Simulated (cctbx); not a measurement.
# Resonant diffraction in Eu3Sc

Space group P6_3/mmc (no. 194), a = 7.3790 Å, b = 7.3790 Å, c = 5.7030 Å, α = 90.00°, β = 90.00°, γ = 120.00°.

| atom | mult. | x | y | z | Ueq (Å²) |
| --- | --- | --- | --- | --- | --- |
| Eu1 | 6 | 0.6614 | 0.8307 | 3/4 | 0.0086 |
| Sc1 | 2 | 2/3 | 1/3 | 3/4 | 0.0125 |

This is a model crystal, built by substitution and not relaxed, with assumed displacement parameters.

Calculated with cctbx: free-atom f′ and f″ from the Sasaki tables, no fine structure; amplitudes in electrons.

```
E (eV)  F 1 0 0  F 3 0 0  F 3 0 1  F 2 0 2
  6377     26.6     53.0     15.4    133.1
  6727     24.7     49.0     14.6    127.4
  6857     23.3     45.7     14.0    122.7
  6917     21.9     42.7     13.4    118.2
  6947     20.6     39.9     12.8    114.1
  6962     19.3     37.0     12.3    109.8
  6969     18.1     34.4     11.8    105.9
  6973     16.8     31.6     11.2    101.7
  6981     18.0     35.0     11.7    105.0
  6985     19.3     37.8     12.3    109.6
  6992     20.5     40.4     12.8    113.6
  7007     21.8     43.2     13.4    118.0
  7037     23.0     45.7     13.9    122.0
  7127     24.7     49.3     14.7    127.7
  7377     25.7     51.4     15.1    131.1
```

**Question.** Which edge is crossed, and why do the reflections move as they do?

The L3 edge of Eu. The edge is at 6977 eV. f′ of Eu falls from -11.9 e at 6857 eV to -19.2 e at 4 eV below it, and f″ steps from 3.62 to 10.62 e across it. Over that approach |F| changes by -28 % (1 0 0), -31 % (3 0 0), -20 % (3 0 1) and -17 % (2 0 2): a reflection falls where Eu scatters in phase with the total and rises where it scatters against it; it hardly moves where the Eu term is small or cancels by symmetry. Above the edge the larger f″ enters the imaginary part, where it can add to or cancel the other atoms' f″. The structure is centrosymmetric, so Friedel mates stay equal.

[Logs are printed without paths, hosts, clocks, repeated set-up lines and the standing remarks that a program may print on its own settings, such as how far it seeks lower states.]
